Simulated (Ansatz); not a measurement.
# TaInS3 (model cell, started as cubic perovskite with Ta in the octahedra): following an unstable mode, part 2 of 3

Which phase does TaInS3 (model cell, started as cubic perovskite with Ta in the octahedra) fall into along its unstable mode, and how much energy does it gain?

Ansatz 0.2.0; DFT PBE, scalar-relativistic, plane waves, PAW; PAW set soft_1.

So far, highest frequency on the path or at a solved wavevector (cm⁻¹): step 2 (the dispersion) 477. Also lowest frequency on the path (cm⁻¹): step 2 -101.

The structure was built from a prototype and need not be the compound's stable phase.

## Step 5: Energy along the mode, all amplitudes (two of the runs are shown above)

An imaginary frequency means negative curvature, so the energy should fall and then rise again as anharmonic terms take over.

Numbers from this step:

| Item | Value |
| --- | --- |
| depth at the lowest point sampled | 0.917 meV/atom |
| largest atomic shift at that point | 0.04 Å |

Energy from the parent against largest atomic shift:

```
largest atomic shift (Å)  energy from the parent (meV/atom)
                  0.0000                                  0
                  0.0400                             -0.917
                  0.0800                              0.102
                  0.1400                               13.3
```

Displacement at unit largest shift by atom:

```
atom  x (Å)  y (Å)  z (Å)  size
 In1   0.00   0.00   0.00  0.00
 In2   0.00   0.00   0.00  0.00
 Ta3   0.00   0.00   0.00  0.00
 Ta4   0.00   0.00   0.00  0.00
  S5   0.00   0.00  -0.50  0.50
  S6   0.00   0.00   0.50  0.50
  S7   0.00  -1.00   0.00  1.00
  S8   0.00   1.00   0.00  1.00
  S9  -0.50   0.00   0.00  0.50
 S10   0.50   0.00   0.00  0.50
```

The lowest of the steps tried is at 0.04 Å, 0.917 meV/atom below the parent; the bottom of the well need not coincide with a step.

## Step 6: Relaxing from the distorted cell

Starting from the lowest point found, all atoms and the cell are let go, so that strain and other modes of the same symmetry can join in.

The input, input.yaml:

```yaml
crystal:
  lattice:
    - [4.8575955774, 4.8575955774, 0.0]
    - [4.8575955774, 0.0, 4.8575955774]
    - [4.8575955774, 0.0, -4.8575955774]
  atoms:
    - { symbol: In, position: [0.0, 0.0, 1.0] }
    - { symbol: In, position: [0.0, 0.5, 0.5] }
    - { symbol: Ta, position: [0.5, 0.25, 0.75] }
    - { symbol: Ta, position: [0.5, 0.75, 0.25] }
    - { symbol: S, position: [0.5, -0.0020586317, 1.0020586317] }
    - { symbol: S, position: [0.5, 0.5020586317, 0.4979413683] }
    - { symbol: S, position: [-0.0082345266, 0.0041172633, 0.5041172633] }
    - { symbol: S, position: [0.0082345266, 0.4958827367, -0.0041172633] }
    - { symbol: S, position: [0.5, -0.0020586317, 0.4979413683] }
    - { symbol: S, position: [0.5, 0.5020586317, 0.0020586317] }
kpoints:
  mp_grid: { grid: [8, 8, 8] }
hamiltonian:
  xc: pbe
  pseudopotentials: { kind: paw, azcp: { folder: soft_1 } }
scf:
  occupations: { method: methfessel_paxton, width: 0.2 }
output:
  forces: true
  stress: true
  eigenvalues: true
relax:
  adjacent_minimum: "off"
  f_tol: 0.002
  max_steps: 120
  cell: { stress_tol: 0.03 }
```

Command:

```bash
$ ansatz run input.yaml --threads 4 --pin off --max-ram 16384MiB --backend cpu --events-out ev --progress --plain --runs-dir out
```

Numbers of over 12 decimals in the logs are rounded to 6 here.

The program printed:

```text
[...]
Crystal: 10 atoms, lattice volume = 229.242 Å³
Basis set: ecut = 420 eV, 4477 PW (Γ), exchange–correlation on 96×96×96 points (8 copies of the dense FFT grid, shifted against one another)
Bands: 54, of which v1, the nominal top of the filled ones, is band 44 counted from 1 (43 counted from 0)
Symmetry: 16 space group operations
[...]
k-points: 59 of 512
[...]
SCF iter   1: F=—  HF=-36480.860096 eV  |F-HF|=—  |Δ(HF+E_count)|=         —  Δρ=2.58e-2  dr2=1.42e0  ethr=3.10e-3  ⟨swp⟩=6.3  Hψ=12595  notcnv=0
[...]
SCF iter   9: F=-36480.465039 eV  HF=-36480.465039 eV  |F-HF|=1.80e-9  |Δ(HF+E_count)|=   5.78e-8  S|Δr|=    0.00e0  Δρ=1.37e-6  dr2=5.21e-9  ethr=1.14e-10  ⟨swp⟩=12.2  Hψ=14177  notcnv=0
SCF 1 converged in 9 iterations: F = -36480.465039 eV  dr2 = 5.21e-9
[...]
relax step   1: F+E_penalty+E_count = -36480.46503938 eV  Δ(F+E_penalty+E_count) = +0.000e0 eV  max|allowed force component| = 4.137e-2 eV/Å  Δτ_max = 0.0000 Å  P = +0.037 GPa  Ω = 229.242 Å³  (9 SCF iters, dr2 threshold 1.00e-7 eV, accepted)
Crystal: 10 atoms, lattice volume = 229.405 Å³
[...]
SCF iter   5: F=-36480.465372 eV  HF=-36480.465372 eV  |F-HF|=2.23e-9  |Δ(HF+E_count)|=   5.01e-8  S|Δr|=    0.00e0  Δρ=1.69e-6  dr2=1.18e-8  ethr=1.22e-10  ⟨swp⟩=5.0  Hψ=10913  notcnv=0
SCF 2 converged in 5 iterations: F = -36480.465372 eV  dr2 = 1.18e-8
[...]
relax step   2: F+E_penalty+E_count = -36480.46537188 eV  Δ(F+E_penalty+E_count) = -3.325e-4 eV  max|allowed force component| = 3.450e-2 eV/Å  Δτ_max = 0.0027 Å  P = -0.009 GPa  Ω = 229.405 Å³  energy of the carried Pulay correction = -2.241e-5 eV  (5 SCF iters, dr2 threshold 1.07e-7 eV, accepted)
Crystal: 10 atoms, lattice volume = 229.385 Å³
Basis set: ecut = 420 eV, 4485 PW (Γ), exchange–correlation on 96×96×96 points (8 copies of the dense FFT grid, shifted against one another)
[...]
SCF iter   6: F=-36480.465610 eV  HF=-36480.465610 eV  |F-HF|=1.23e-9  |Δ(HF+E_count)|=   1.28e-7  S|Δr|=    0.00e0  Δρ=1.52e-6  dr2=9.88e-9  ethr=8.45e-11  ⟨swp⟩=7.5  Hψ=14013  notcnv=0
SCF 3 converged in 6 iterations: F = -36480.465610 eV  dr2 = 9.88e-9
relax step   3: F+E_penalty+E_count = -36480.46561035 eV  Δ(F+E_penalty+E_count) = -2.385e-4 eV  max|allowed force component| = 2.977e-2 eV/Å  Δτ_max = 0.0109 Å  P = +0.062 GPa  Ω = 229.385 Å³  energy of the carried Pulay correction = -1.967e-5 eV  (6 SCF iters, dr2 threshold 7.44e-8 eV, accepted)
[...]
relax step   4: F+E_penalty+E_count = -36480.46573137 eV  Δ(F+E_penalty+E_count) = -1.210e-4 eV  max|allowed force component| = 1.244e-2 eV/Å  Δτ_max = 0.0046 Å  P = -0.012 GPa  Ω = 229.518 Å³  energy of the carried Pulay correction = -3.784e-5 eV  (5 SCF iters, dr2 threshold 5.54e-8 eV, accepted)
[...]
relax step   5: F+E_penalty+E_count = -36480.46573139 eV  Δ(F+E_penalty+E_count) = -1.423e-8 eV  max|allowed force component| = 1.266e-2 eV/Å  Δτ_max = 0.0000 Å  P = -0.012 GPa  Ω = 229.518 Å³  energy of the carried Pulay correction = -3.785e-5 eV  (3 SCF iters, dr2 threshold 9.67e-9 eV, accepted)
[...]
relax step   6: F+E_penalty+E_count = -36480.46272048 eV  Δ(F+E_penalty+E_count) = +3.011e-3 eV  max|allowed force component| = 7.972e-3 eV/Å  Δτ_max = 0.0032 Å  P = -0.156 GPa  Ω = 229.972 Å³  energy of the carried Pulay correction = -1.000e-4 eV  (7 SCF iters, dr2 threshold 1.00e-8 eV, rejected (line search))
[...]
relax step   7: F+E_penalty+E_count = -36480.46527530 eV  Δ(F+E_penalty+E_count) = +4.561e-4 eV  max|allowed force component| = 4.586e-2 eV/Å  Δτ_max = 0.0077 Å  P = +0.014 GPa  Ω = 229.581 Å³  energy of the carried Pulay correction = -4.646e-5 eV  (10 SCF iters, rejected (line search))
[...]
relax step   8: F+E_penalty+E_count = -36480.46574891 eV  Δ(F+E_penalty+E_count) = -1.753e-5 eV  max|allowed force component| = 1.074e-4 eV/Å  Δτ_max = 0.0008 Å  P = +0.000 GPa  Ω = 229.492 Å³  energy of the carried Pulay correction = -3.432e-5 eV  (9 SCF iters, accepted)
[...]
SCF iter   4: F=-36480.465783 eV  HF=-36480.465783 eV  |F-HF|=5.24e-10  |Δ(HF+E_count)|=   1.13e-7  S|Δr|=    0.00e0  Δρ=1.54e-7  dr2=1.53e-11  ethr=1.00e-12  ⟨swp⟩=6.6  Hψ=16489  notcnv=0
SCF 9 converged in 4 iterations: F = -36480.465783 eV  dr2 = 1.53e-11
relax step   9: F+E_penalty+E_count = -36480.46578299 eV  Δ(F+E_penalty+E_count) = -3.407e-5 eV  max|allowed force component| = 1.063e-4 eV/Å  Δτ_max = 0.0000 Å  P = +0.000 GPa  Ω = 229.492 Å³  stress off target by 1.45e-4 GPa  SCF on the basis re-selected at this cell (its energy is not comparable with the rows above)  (4 SCF iters)
basis re-selected at this cell: Δ(F+E_penalty+E_count) = -3.407e-5 eV, ΔP = +0.000 GPa vs the last step (what re-selecting the basis moved, of the pressure what is left beyond the Pulay correction that the steps carried, after the strain that the cell walked since its last selection, with what the two solves' SCF thresholds leave and, on support functions, any second-order correction that the steps lacked; it is no m [...]
SCF converged after 4 iterations
[...]
Free energy (F): -36480.465783 eV
[...]
Internal energy: -36480.475179 eV  (E = F + TS)
E sigma→0 (E₀):  -36480.468132 eV
Entropy (-TS):   0.009396 eV (0.940 meV/atom)
Fermi energy:    7.661618 eV
[...]
--- Forces (eV/Å), atoms counted from 1 ---
  atom   1  In     0.00000000     0.00000000     0.00000000
  atom   2  In     0.00000000     0.00000000     0.00000000
  atom   3  Ta     0.00000000     0.00000000     0.00000000
  atom   4  Ta     0.00000000     0.00000000     0.00000000
  atom   5  S     -0.00000000    -0.00000000     0.00010626
  atom   6  S     -0.00000000    -0.00000000    -0.00010626
  atom   7  S      0.00000000    -0.00000876     0.00000000
  atom   8  S      0.00000000     0.00000876     0.00000000
  atom   9  S      0.00010626     0.00000000     0.00000000
  atom  10  S     -0.00010626     0.00000000     0.00000000
  max |Σ_I F_I| component: 8.69e-19 eV/Å
--- Stress (GPa, compression-positive) ---
        0.000142       0.000000       0.000000
        0.000000       0.000145       0.000000
        0.000000       0.000000       0.000142
  P = ⅓ Tr σ = 0.0001 GPa (0.001 kbar)
--- Band table (eV; the first three rows and the last of 59) ---
  k-point 0: bands = [... 40 lower, 6.8309, 7.1639, 7.1639, 7.2373, 7.7321, 7.7950, 7.7950, 9.6198, ... 6 higher]
  k-point 1: bands = [... 40 lower, 6.6700, 7.4470, 7.4555, 7.6270, 7.6387, 7.7996, 7.8143, 9.8702, ... 6 higher]
  k-point 2: bands = [... 40 lower, 6.5686, 7.3051, 7.3254, 7.4690, 8.1945, 8.2204, 8.2450, 9.5666, ... 6 higher]
  k-point 58: bands = [... 40 lower, 6.8209, 6.8209, 7.2909, 7.7249, 7.7820, 9.6686, 9.8607, 9.9460, ... 6 higher]
--- Relaxed structure (8 steps of the walk, 6 accepted, 1 SCFs on fresh bases) ---
  F+E_penalty+E_count = -36480.46578299 eV   max|allowed force component| = 1.063e-4 eV/Å   (the final SCF, on the basis selected at the relaxed cell)
  cell:  # Å, volume = 229.4923 Å³
    - [4.857615, 4.862863, 0]
    - [4.857615, 0, 4.857615]
    - [4.857615, 0, -4.857615]
  atoms:
    - { symbol: In, position: [0, 0.0, 1.0] }
    - { symbol: In, position: [0, 0.5, 0.5] }
    - { symbol: Ta, position: [0.5, 0.25, 0.75] }
    - { symbol: Ta, position: [0.5, 0.75, 0.25] }
    - { symbol: S, position: [0.5, -0.00255464, 1.002555] }
    - { symbol: S, position: [0.5, 0.502555, 0.497445] }
    - { symbol: S, position: [-0.010254, 0.00512719, 0.505127] }
    - { symbol: S, position: [0.010254, 0.494873, -0.00512719] }
    - { symbol: S, position: [0.5, -0.00255464, 0.497445] }
    - { symbol: S, position: [0.5, 0.502555, 0.00255464] }
```

Wall time 94 s (4 threads of Arm Neoverse V1, shared host); peak memory 0.98 GiB.

The steps of the relaxation:

```
step  energy less that of the first step (eV)  largest force component (eV/Å)  pressure (GPa)  volume (Å³)
   1                                   0.0000                          0.0414            0.04       229.24
   2                                  -0.0003                          0.0345           -0.01       229.41
   3                                  -0.0006                          0.0298            0.06       229.39
   4                                  -0.0007                          0.0124           -0.01       229.52
   5                                  -0.0007                          0.0127           -0.01       229.52
   6                                   0.0023                          0.0080           -0.16       229.97
   7                                  -0.0002                          0.0459            0.01       229.58
   8                                  -0.0007                          0.0001            0.00       229.49
  9*                                  -0.0007                          0.0001            0.00       229.49
```

Relaxation steps marked * repeat the geometry before them on a plane-wave basis chosen anew for their cell, so energy and pressure can jump there. Relaxation steps 6, 7 were tried and not accepted.

The run keeps the 16 symmetry operations that it works with, so distortions that break them were not tested.

```
conventional cell, symmetrised  before  after  change
                         a (Å)   6.870  6.870  +0.0 %
                         b (Å)   6.870  6.870  +0.0 %
                         c (Å)   9.715  9.726  +0.1 %
              volume (Å³/atom)   22.92  22.95  +0.1 %
```

Numbers from this step:

```yaml
pressure: 1.43e-4 GPa
volume_per_atom: 22.95 Å³
```

The distorted start has space group I4/mmm; the relaxation ends in I4/mmm.

## Step 7: The new phase in its own primitive cell

The relaxed structure is symmetrised, reduced to its primitive cell and relaxed tightly, as its phonons need.

input.yaml, the sections that differ from step 6:

```yaml
crystal:
  lattice:
    - [-3.4348524687, 3.4348524687, 4.8628628639]
    - [3.4348524687, -3.4348524687, 4.8628628639]
    - [3.4348524687, 3.4348524687, -4.8628628639]
  atoms:
    - { symbol: In, position: [0.75, 0.25, 0.5] }
    - { symbol: In, position: [0.25, 0.75, 0.5] }
    - { symbol: Ta, position: [0.0, 0.0, 0.0] }
    - { symbol: Ta, position: [0.5, 0.5, 0.0] }
    - { symbol: S, position: [0.7474453585, 0.2525546415, 0.0] }
    - { symbol: S, position: [0.2525546415, 0.7474453585, 0.0] }
    - { symbol: S, position: [0.244872812, 0.244872812, 0.0] }
    - { symbol: S, position: [0.755127188, 0.755127188, 0.0] }
    - { symbol: S, position: [0.2525546415, 0.2525546415, 0.505109283] }
    - { symbol: S, position: [0.7474453585, 0.7474453585, 0.494890717] }
relax:
  adjacent_minimum: "off"
  f_tol: 0.001
  max_steps: 60
  cell: { stress_tol: 0.01 }
# kpoints, hamiltonian, scf, output: as in step 6
```

The program printed:

```text
[...]
Crystal: 10 atoms, lattice volume = 229.492 Å³
Basis set: ecut = 420 eV, 4485 PW (Γ), exchange–correlation on 96×96×96 points (8 copies of the dense FFT grid, shifted against one another)
Bands: 54, of which v1, the nominal top of the filled ones, is band 44 counted from 1 (43 counted from 0)
Symmetry: 16 space group operations
[...]
k-points: 59 of 512
[...]
- { symbol: Ta, position: [0.0, 0.0, 0.0] }
    - { symbol: Ta, position: [0.500000, 0.500000, 0.0] }
    - { symbol: S, position: [0.747445, 0.252555, 0.0] }
    - { symbol: S, position: [0.252555, 0.747445, 0.0] }
    - { symbol: S, position: [0.244873, 0.244873, 0.0] }
    - { symbol: S, position: [0.755127188, 0.755127188, 0.0] }
    - { symbol: S, position: [0.2525546415, 0.2525546415, 0.505109283] }
    - { symbol: S, position: [0.747445, 0.747445, 0.494890717] }
[key lines of the parts left out:]
SCF converged after 8 iterations
Free energy (F): -36480.465783 eV
Fermi energy:    7.661617 eV
P = ⅓ Tr σ = 0.0001 GPa (0.001 kbar)
```

Run time: 23 s. Hardware: 4 threads; peak memory 0.97 GiB.

Little changed from the start: no atom moved by 0.005 Å and no cell edge by 0.1 %.

Numbers from this step:

```yaml
pressure: 1.45e-4 GPa
```

The largest force component left is 0.075 meV/Å and the pressure is 0.000 GPa, within the tolerances set. The cell now holds 22.95 Å³/atom.

(Part 2 of 3 ends here.)

[Logs are printed without paths, hosts, clocks, repeated set-up lines and the standing remarks that a program may print on its own settings, such as how far it seeks lower states.]

[Hosts, paths, dates, database ids (printed as entryN), source tags and the programs' standing remarks are cut or masked in the printed files.]
